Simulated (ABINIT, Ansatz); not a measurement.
## GaN (P6_3mc): bands and cutoff in G0W0 with ABINIT

Aim: raise bands and screening cutoff together for GaN (P6_3mc) and follow gap and time.

Calculated with ABINIT 10.8.3; LDA and many-body steps on it, plane waves.

The database entry behind the starting cell differs from later determinations by our own check (about 0.3 % short, ideal inner coordinate), so it need not match the best structure at ambient conditions.

### Step 1. Set-up

Symmetry: P6_3mc, No. 186, hexagonal system. The conventional cell has a = 3.180 Å, b = 3.180 Å, c = 5.166 Å, α = 90.00°, β = 90.00°, γ = 120.00°. Ga has 4 N at 1.94 to 1.95 Å nearest. N has 4 Ga at 1.94 to 1.95 Å nearest. Farther neighbours and most contacts between anions are not listed.

The cell and positions come from the Crystallography Open Database and are kept as given unless a step says otherwise.

### Step 2. Empty states on the mesh, 3×3×2 mesh, 161 bands

This step: ABINIT 10.8.3; DFT, LDA, plane waves, norm-conserving pseudopotentials.

The sums over transitions need many empty states on a uniform mesh; this step solves for them.

File run.abi:

```
acell 3*1.0 Angstrom
rprim 
  3.179999999980 0.000000000005 0.000000000000
  -1.589999999994 2.753960784015 0.000000000000
  0.000000000000 0.000000000000 5.166000000000
ntypat 2
znucl 31 7
natom 4
typat 1 1 2 2
xred 
  0.333333333333 0.666666666667 0.000000000000
  0.666666666667 0.333333333333 0.500000000000
  0.333333333333 0.666666666667 0.375000000000
  0.666666666667 0.333333333333 0.875000000000
pp_dirpath "pseudos"
pseudos "Ga.upf, N.upf"
ecut 36
ngkpt 3 3 2
nshiftk 1
shiftk 0 0 0
kptopt 1
chksymbreak 0
irdden 1
istwfk *1
nband 161
prtvol 0
optdriver 6
gwr_task "HDIAGO"
paral_kgb 0
occopt 1
indata_prefix "in"
outdata_prefix "out"
tmpdata_prefix "tmp"
```

Command:

```
$ OMP_NUM_THREADS=1 mpirun -n 4 abinit run.abi > log
```

Log:

```text
.Version 10.8.3 of ABINIT. v10.8.2 released Aug 2026.

 Symmetries : space group P6_3 m c (#186); Bravais hP (primitive hexag.)
[... echo of the input left out ...]
== DATASET  1 ==================================================================
-   mpi_nproc: 4, omp_nthreads: 1 (-1 if OMP is not activated)

--- !DatasetInfo
iteration_state: {dtset: 1, }
dimensions: {natom: 4, nkpt: 6, mband: 161, nsppol: 1, nspinor: 1, nspden: 1, mpw: 3162, }
cutoff_energies: {ecut:  36.0, pawecutdg:  -1.0, }
[...]
Direct band gap semiconductor
 Fundamental gap:     2.009 (eV)
   VBM:     5.109 (eV) at k: [ 0.0000E+00,  0.0000E+00,  0.0000E+00]
   CBM:     7.118 (eV) at k: [ 0.0000E+00,  0.0000E+00,  0.0000E+00]
 Direct gap:         2.009 (eV) at k: [ 0.0000E+00,  0.0000E+00,  0.0000E+00]

== END DATASET(S) ==============================================================
================================================================================

 -outvars: echo values of variables after computation  --------
           etotal      0.0000000000E+00
            nband         161
             nkpt           6
          spgroup         186
 [... the other variables as echoed above ...]

 Calculation completed.
```

Run time: 42 s. Hardware: 4 MPI ranks of Arm Neoverse V2, shared host; peak memory 2.4 GiB; 2.8 min of CPU time.

This step gave:

```yaml
gap: 2.009 eV
k_of_the_valence_top: 0, 0, 0
k_of_the_conduction_bottom: 0, 0, 0
least_direct_gap: 2.009 eV
k_points_computed: 6
lowest_point_of_the_top_converged_band_above_the_valence_top: 109.3194 eV
```

On this mesh the gap is 2.009 eV.

The density comes from a self-consistent run that is not shown.

### Step 3. Screening, 3×3×2 mesh, 34 bands, screening to 76.2 eV

The RPA dielectric matrix is built and inverted for each q.

This step: RPA screening on LDA, plane waves, norm-conserving pseudopotentials.

Edit run.abi of step 2 so:

```diff
@@ -22,10 +22,11 @@
 chksymbreak 0
-irdden 1
 istwfk *1
-nband 161
-prtvol 0
-optdriver 6
-gwr_task "HDIAGO"
-paral_kgb 0
 occopt 1
+irdwfk 1
+optdriver 3
+nband 34
+ecuteps 2.8
+inclvkb 2
+awtr 1
+symchi 1
 indata_prefix "in"
```

Log:

```text
.Version 10.8.3 of ABINIT. v10.8.2 released Aug 2026.

 Symmetries : space group P6_3 m c (#186); Bravais hP (primitive hexag.)
[... echo of the input left out ...]
== DATASET  1 ==================================================================
-   mpi_nproc: 4, omp_nthreads: 1 (-1 if OMP is not activated)

--- !DatasetInfo
iteration_state: {dtset: 1, }
dimensions: {natom: 4, nkpt: 6, mband: 34, nsppol: 1, nspinor: 1, nspden: 1, mpw: 3162, }
cutoff_energies: {ecut:  36.0, pawecutdg:  -1.0, }
electrons: {nelect:   3.60000000E+01, charge:   0.00000000E+00, occopt:   1.00000000E+00, tsmear:   1.00000000E-02, }

 SCREENING: Calculation of the susceptibility and dielectric matrices

 Based on a program developped by R.W. Godby, V. Olevano, G. Onida, and L. Reining.
 Incorporated in ABINIT by V. Olevano, G.-M. Rignanese, and M. Torrent.
.Using double precision arithmetic ; gwpc =  8

[... cell and pseudopotentials left out ...]
--------------------------------------------------------------------------------

 ==== K-mesh for the wavefunctions ====
 Number of points in the irreducible wedge :     6
[... list of points left out ...]
 Together with 12 symmetry operations and time-reversal symmetry
 yields    18 points in the full Brillouin Zone.

 ==== Q-mesh for the screening function ====
 Number of points in the irreducible wedge :     6
[... list of points left out ...]
 Together with 12 symmetry operations and time-reversal symmetry
 yields    18 points in the full Brillouin Zone.

 setmesh: FFT mesh size selected  =    18x   18x   36
          total number of points  =        11664

 vcoul_init : cutoff-mode = AUXILIARY_FUNCTION
 q-points for optical limit:   1
     1)      0.000010    0.000020    0.000030

- screening: taking advantage of time-reversal symmetry
- Maximum band index for partially occupied states nbvw = 18
- Remaining bands to be divided among processors   nbcw = 16
- Number of bands treated by each node ~4

 Number of electrons calculated from density =   36.0000; Expected =   36.0000
 average of density, n =  0.117914
 r_s =    1.2651
 omega_plasma =   33.1237 [eV]

 calculating chi0 at frequencies [eV] :
  1    0.000000E+00    0.000000E+00
  2    0.000000E+00    3.312371E+01

--------------------------------------------------------------------------------
  q-point number  1        q = ( 0.000000, 0.000000, 0.000000) [r.l.u.]
--------------------------------------------------------------------------------
[... chi0 elements left out ...]
 For q-point:  0.000010 0.000020 0.000030
  dielectric constant =   9.5786
  dielectric constant without local fields =   9.9290

  Average fulfillment of the sum rule on Im[epsilon] for q-point    1 :     20.85  [%]
[... wings left out ...]
  q-point number  2        q = ( 0.333333, 0.000000, 0.000000) [r.l.u.]
--------------------------------------------------------------------------------
[... chi0 elements left out ...]
  Average fulfillment of the sum rule on Im[epsilon] for q-point    2 :     27.35  [%]

 [... 4 further q-points ...]
```

Wall time 3.1 s (4 MPI ranks); peak memory 0.41 GiB.

Numbers from this step:

```
ε∞ with local fields, on this mesh, along the program's q direction : 9.579
the same without local fields                                       : 9.929
plasma frequency                                                    : 33.12 eV
plane waves in the screening matrix                                 : 67
```

Local fields lower ε∞ by 4 %. On a Γ-centred mesh this coarse the value itself is usually too large, while a short band sum pulls it down.

### Step 4. 34 bands, 76.2 eV

The self-energy is evaluated for the states that the input lists, and the levels follow from it, in one-shot runs by the linearised quasiparticle equation.

This step: G0W0 on LDA, plane waves, norm-conserving pseudopotentials.

Edit run.abi of step 3 so:

```diff
@@ -25,8 +25,15 @@
 irdwfk 1
-optdriver 3
+optdriver 4
 nband 34
+gwcalctyp 0
+ecutsigx 36
+symsigma 1
+nkptgw 1
+kptgw 
+  0.0000000000 0.0000000000 0.0000000000
+bdgw 
+  17 20
 ecuteps 2.8
-inclvkb 2
-awtr 1
-symchi 1
+irdscr 1
+ppmodel 1
 indata_prefix "in"
```

Log:

```text
.Version 10.8.3 of ABINIT. v10.8.2 released Aug 2026.

 Symmetries : space group P6_3 m c (#186); Bravais hP (primitive hexag.)
[... echo of the input left out ...]
== DATASET  1 ==================================================================
-   mpi_nproc: 4, omp_nthreads: 1 (-1 if OMP is not activated)

--- !DatasetInfo
iteration_state: {dtset: 1, }
dimensions: {natom: 4, nkpt: 6, mband: 34, nsppol: 1, nspinor: 1, nspden: 1, mpw: 3162, }
cutoff_energies: {ecut:  36.0, pawecutdg:  -1.0, }
electrons: {nelect:   3.60000000E+01, charge:   0.00000000E+00, occopt:   1.00000000E+00, tsmear:   1.00000000E-02, }

 SIGMA: Calculation of the GW corrections

 Based on a program developped by R.W. Godby, V. Olevano, G. Onida, and L. Reining.
 Incorporated in ABINIT by V. Olevano, G.-M. Rignanese, and M. Torrent.
.Using double precision arithmetic ; gwpc =  8

[... cell and pseudopotentials left out ...]
--------------------------------------------------------------------------------

 ==== K-mesh for the wavefunctions ====
 Number of points in the irreducible wedge :     6
[... list of points left out ...]
 Together with 12 symmetry operations and time-reversal symmetry
 yields    18 points in the full Brillouin Zone.

 ==== Q-mesh for screening function ====
 Number of points in the irreducible wedge :     6
[... list of points left out ...]
 Together with 12 symmetry operations and time-reversal symmetry
 yields    18 points in the full Brillouin Zone.

 vcoul_init : cutoff-mode = AUXILIARY_FUNCTION
 q-points for optical limit:   1
     1)      0.000010    0.000020    0.000030
 setmesh: FFT mesh size selected  =    30x   30x   54
          total number of points  =        48600

 Number of electrons calculated from density =   36.0000; Expected =   36.0000
 average of density, n =  0.117914
 r_s =    1.2651
 omega_plasma =   33.1237 [eV]

 === KS Band Gaps ===
  >>>> For spin  1
   Minimum direct gap =   2.0090 [eV], located at k-point      :   0.0000  0.0000  0.0000
   Fundamental gap    =   2.0090 [eV], Top of valence bands at :   0.0000  0.0000  0.0000
                                       Bottom of conduction at :   0.0000  0.0000  0.0000
 SIGMA fundamental parameters:
 PLASMON POLE MODEL  1
 number of plane-waves for SigmaX                 3153
 number of plane-waves for SigmaC and W             67
 number of plane-waves for wavefunctions          3153
 number of bands                                    34
 number of independent spin polarizations            1
 number of spinorial components                      1
 number of k-points in IBZ                           6
 number of q-points in IBZ                           6
 number of symmetry operations                      12
 number of k-points in BZ                           18
 number of q-points in BZ                           18
 number of frequencies for dSigma/dE                 9
 frequency step for dSigma/dE [eV]                0.25
 number of omega for Sigma on real axis              0
 max omega for Sigma on real axis  [eV]           0.00
 zcut for avoiding poles [eV]                     0.10

 EPSILON^-1 parameters (SCR file):
 dimension of the eps^-1 matrix on file             67
 dimension of the eps^-1 matrix used                67
 number of plane-waves for wavefunctions          3153
 number of bands                                    34
 number of q-points in IBZ                           6
 number of frequencies                               2
 number of real frequencies                          1
 number of imag frequencies                          1

 matrix elements of self-energy operator (all in [eV])

 Perturbative Calculation

--- !SelfEnergy_ee
iteration_state: {dtset: 1, }
kpoint     : [   0.000,    0.000,    0.000, ]
spin       : 1
KS_gap     :    2.009
QP_gap     :    2.456
Delta_QP_KS:    0.447
data: !SigmaeeData |
     Band     E0 <VxcDFT>   SigX SigC(E0)      Z dSigC/dE  Sig(E)    E-E0       E
       17   5.109 -18.269 -21.356   4.198   0.796  -0.257 -17.385   0.884   5.993
       18   5.109 -18.269 -21.356   4.198   0.796  -0.257 -17.385   0.884   5.993
       19   7.118 -14.315  -9.563  -3.131   0.821  -0.217 -12.984   1.331   8.449
       20   9.333 -13.895  -8.401  -3.475   0.830  -0.205 -12.220   1.675  11.008

== END DATASET(S) ==============================================================
================================================================================

 -outvars: echo values of variables after computation  --------
           etotal      0.0000000000E+00
            nband          34
             nkpt           6
          spgroup         186
 [... the other variables as echoed above ...]

 Calculation completed.
```

Wall time 2.1 s (4 MPI ranks); peak memory 0.11 GiB; 8.1 s of CPU time.

This step gave:

| Property | Result |
| --- | --- |
| G0W0 gap on the points computed | 2.456 eV |
| starting gap on the mesh | 2.009 eV |
| k of the valence top | 0, 0, 0 |
| k of the conduction bottom | 0, 0, 0 |
| Z at the valence top | 0.796 |
| Z at the conduction bottom | 0.821 |
| least direct G0W0 gap on the computed points | 2.456 eV |

The gap on the mesh goes from 2.01 eV to 2.46 eV, a correction of +0.45 eV.

### Step 5. Screening, 3×3×2 mesh, 73 bands, screening to 141.5 eV

This step: RPA screening on LDA, plane waves, norm-conserving pseudopotentials.

Edit run.abi of step 4 so:

```diff
@@ -25,15 +25,8 @@
 irdwfk 1
-optdriver 4
-nband 34
-gwcalctyp 0
-ecutsigx 36
-symsigma 1
-nkptgw 1
-kptgw 
-  0.0000000000 0.0000000000 0.0000000000
-bdgw 
-  17 20
-ecuteps 2.8
-irdscr 1
-ppmodel 1
+optdriver 3
+nband 73
+ecuteps 5.2
+inclvkb 2
+awtr 1
+symchi 1
 indata_prefix "in"
```

Log:

```text
.Version 10.8.3 of ABINIT. v10.8.2 released Aug 2026.

 Symmetries : space group P6_3 m c (#186); Bravais hP (primitive hexag.)
[... echo of the input left out ...]
== DATASET  1 ==================================================================
-   mpi_nproc: 4, omp_nthreads: 1 (-1 if OMP is not activated)

--- !DatasetInfo
iteration_state: {dtset: 1, }
dimensions: {natom: 4, nkpt: 6, mband: 73, nsppol: 1, nspinor: 1, nspden: 1, mpw: 3162, }
cutoff_energies: {ecut:  36.0, pawecutdg:  -1.0, }
electrons: {nelect:   3.60000000E+01, charge:   0.00000000E+00, occopt:   1.00000000E+00, tsmear:   1.00000000E-02, }

 SCREENING: Calculation of the susceptibility and dielectric matrices

 Based on a program developped by R.W. Godby, V. Olevano, G. Onida, and L. Reining.
 Incorporated in ABINIT by V. Olevano, G.-M. Rignanese, and M. Torrent.
.Using double precision arithmetic ; gwpc =  8

[... cell and pseudopotentials left out ...]
--------------------------------------------------------------------------------

 ==== K-mesh for the wavefunctions ====
 Number of points in the irreducible wedge :     6
[... list of points left out ...]
 Together with 12 symmetry operations and time-reversal symmetry
 yields    18 points in the full Brillouin Zone.

 ==== Q-mesh for the screening function ====
 Number of points in the irreducible wedge :     6
[... list of points left out ...]
 Together with 12 symmetry operations and time-reversal symmetry
 yields    18 points in the full Brillouin Zone.

 setmesh: FFT mesh size selected  =    20x   20x   40
          total number of points  =        16000

 vcoul_init : cutoff-mode = AUXILIARY_FUNCTION
 q-points for optical limit:   1
     1)      0.000010    0.000020    0.000030

- screening: taking advantage of time-reversal symmetry
- Maximum band index for partially occupied states nbvw = 18
- Remaining bands to be divided among processors   nbcw = 55
- Number of bands treated by each node ~13

 Number of electrons calculated from density =   36.0000; Expected =   36.0000
 average of density, n =  0.117914
 r_s =    1.2651
 omega_plasma =   33.1237 [eV]

 calculating chi0 at frequencies [eV] :
  1    0.000000E+00    0.000000E+00
  2    0.000000E+00    3.312371E+01

--------------------------------------------------------------------------------
  q-point number  1        q = ( 0.000000, 0.000000, 0.000000) [r.l.u.]
--------------------------------------------------------------------------------
[... chi0 elements left out ...]
 For q-point:  0.000010 0.000020 0.000030
  dielectric constant =   9.3851
  dielectric constant without local fields =  10.0492

  Average fulfillment of the sum rule on Im[epsilon] for q-point    1 :     45.18  [%]
[... wings left out ...]
  q-point number  2        q = ( 0.333333, 0.000000, 0.000000) [r.l.u.]
--------------------------------------------------------------------------------
[... chi0 elements left out ...]
  Average fulfillment of the sum rule on Im[epsilon] for q-point    2 :     51.39  [%]

 [... 4 further q-points ...]
```

Elapsed: 6.6 s, on 4 MPI ranks; peak memory 0.52 GiB; 26 s of CPU time.

Numbers from this step:

```yaml
eps_infinity_with_local_fields_on_this_mesh_along_the_program_s_q_direction: 9.385
the_same_without_local_fields: 10.05
plasma_frequency: 33.12 eV
plane_waves_in_the_screening_matrix: 161
```

(Continued in part 2 of 2.)

[Paths, hosts, dates, memory and timing lines, banners, echoed tables and standing remarks are left out of the program output.]

[Logs are printed without paths, hosts, clocks, repeated set-up lines and the standing remarks that a program may print on its own settings, such as how far it seeks lower states.]

[Runs of the session that timed out or met a known fault of the program may be left out.]

[No measured gap is set beside runs whose start may be inverted or whose files or cutoffs have a known fault.]

[Hosts, paths, dates, database ids (printed as entryN), source tags and the programs' standing remarks are cut or masked in the printed files.]

[G0W0 gaps are taken among the corrected bands and points alone; a level outside them can change the order at an edge.]

[Where Ansatz stands beside ABINIT at settings called matched, ABINIT's density can come from a denser mesh and the files from another edition; pairs whose starting gaps differed by over 0.03 eV were left out, so agreement reads better than it is.]
